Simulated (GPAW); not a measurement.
The Li K edge of atom 3 in LiHF2 (R-3m), with 6 F at 1.99 Å (octahedral, site symmetry -3m), was computed in 2 ways: full core hole (charged cell) and no core hole. Program and functional: GPAW, LDA, Gaussian full width 0.9 eV up to 4 eV, rising linearly to 3.5 eV at 25 eV; cells of 4 and 28 atoms (the run without a hole in the smaller).

Each run is counted from its own lowest empty level or Fermi level and scaled to a mean of 1 over its first 20 eV.

| E (eV) | run 1 | run 2 |
| --- | --- | --- |
| -2.0 | 0.00 | 0.00 |
| -1.5 | 0.00 | 0.00 |
| -1.0 | 0.00 | 0.00 |
| -0.5 | 0.00 | 0.00 |
| 0.0 | 0.03 | 0.01 |
| 0.5 | 0.19 | 0.03 |
| 1.0 | 0.64 | 0.08 |
| 1.5 | 1.59 | 0.11 |
| 2.0 | 3.45 | 0.15 |
| 2.5 | 4.86 | 0.19 |
| 3.0 | 3.20 | 0.27 |
| 3.5 | 2.24 | 0.38 |
| 4.0 | 2.91 | 0.42 |
| 4.5 | 2.55 | 0.54 |
| 5.0 | 1.98 | 0.72 |
| 5.5 | 1.35 | 1.03 |
| 6.0 | 0.73 | 1.18 |
| 6.5 | 0.72 | 0.98 |
| 7.0 | 1.04 | 0.96 |
| 7.5 | 1.32 | 1.31 |
| 8.0 | 1.37 | 1.56 |
| 8.5 | 1.23 | 1.40 |
| 9.0 | 1.12 | 1.14 |
| 9.5 | 1.03 | 1.27 |
| 10.0 | 0.87 | 1.95 |
| 10.5 | 0.63 | 3.04 |
| 11.0 | 0.42 | 4.01 |
| 11.5 | 0.27 | 4.11 |
| 12.0 | 0.17 | 3.20 |
| 12.5 | 0.12 | 1.96 |
| 13.0 | 0.12 | 1.09 |
| 13.5 | 0.14 | 0.72 |
| 14.0 | 0.16 | 0.61 |
| 14.5 | 0.18 | 0.56 |
| 15.0 | 0.19 | 0.51 |
| 15.5 | 0.20 | 0.46 |
| 16.0 | 0.22 | 0.42 |
| 16.5 | 0.24 | 0.40 |
| 17.0 | 0.27 | 0.40 |
| 17.5 | 0.31 | 0.41 |
| 18.0 | 0.35 | 0.44 |
| 18.5 | 0.39 | 0.48 |
| 19.0 | 0.42 | 0.52 |
| 19.5 | 0.43 | 0.55 |
| 20.0 | 0.42 | 0.57 |
| 20.5 | 0.41 | 0.56 |
| 21.0 | 0.39 | 0.54 |
| 21.5 | 0.38 | 0.52 |
| 22.0 | 0.37 | 0.49 |
| 22.5 | 0.37 | 0.47 |
| 23.0 | 0.37 | 0.46 |
| 23.5 | 0.38 | 0.46 |
| 24.0 | 0.39 | 0.46 |
| 24.5 | 0.41 | 0.46 |
| 25.0 | 0.42 | 0.47 |
| 25.5 | 0.42 | 0.48 |
| 26.0 | 0.42 | 0.49 |
| 26.5 | 0.41 | 0.51 |
| 27.0 | 0.39 | 0.51 |
| 27.5 | 0.36 | 0.51 |
| 28.0 | 0.33 | 0.50 |
| 28.5 | 0.29 | 0.47 |
| 29.0 | 0.26 | 0.44 |
| 29.5 | 0.23 | 0.39 |
| 30.0 | 0.21 | 0.35 |
| 30.5 | 0.20 | 0.31 |
| 31.0 | 0.20 | 0.27 |
| 31.5 | 0.20 | 0.24 |
| 32.0 | 0.21 | 0.23 |

Question: Which run is which?

Run 1: full core hole (charged cell) (area from −2 to 6 eV 12.7, main maxima 2.5 eV (4.86), 4.1 eV (2.95), 7.8 eV (1.38) and 19.5 eV (0.43)). Run 2: no core hole (area from −2 to 6 eV 2.3, main maxima 5.9 eV (1.18), 8.0 eV (1.56), 11.3 eV (4.21) and 20.1 eV (0.57)). With each curve scaled to its own mean, the area from −2 to 6 eV with the hole is 12.7 against 2.3, and the centre of weight from −1 to 20 eV moves by -4.6 eV: the hole pulls the absorber's empty states down.

[Hosts, paths, dates, database ids (printed as entryN), source tags and the programs' standing remarks are cut or masked in the printed files.]

[Lists of maxima count a maximum above −3 eV only where it reaches 4 % of the highest in the window and stands out from its surroundings by 2 % of it (1.5 % where it reaches 55 %); shoulders and weaker maxima are passed over, and of the rest the first, up to two pre-edge ones and the few strongest are named.]
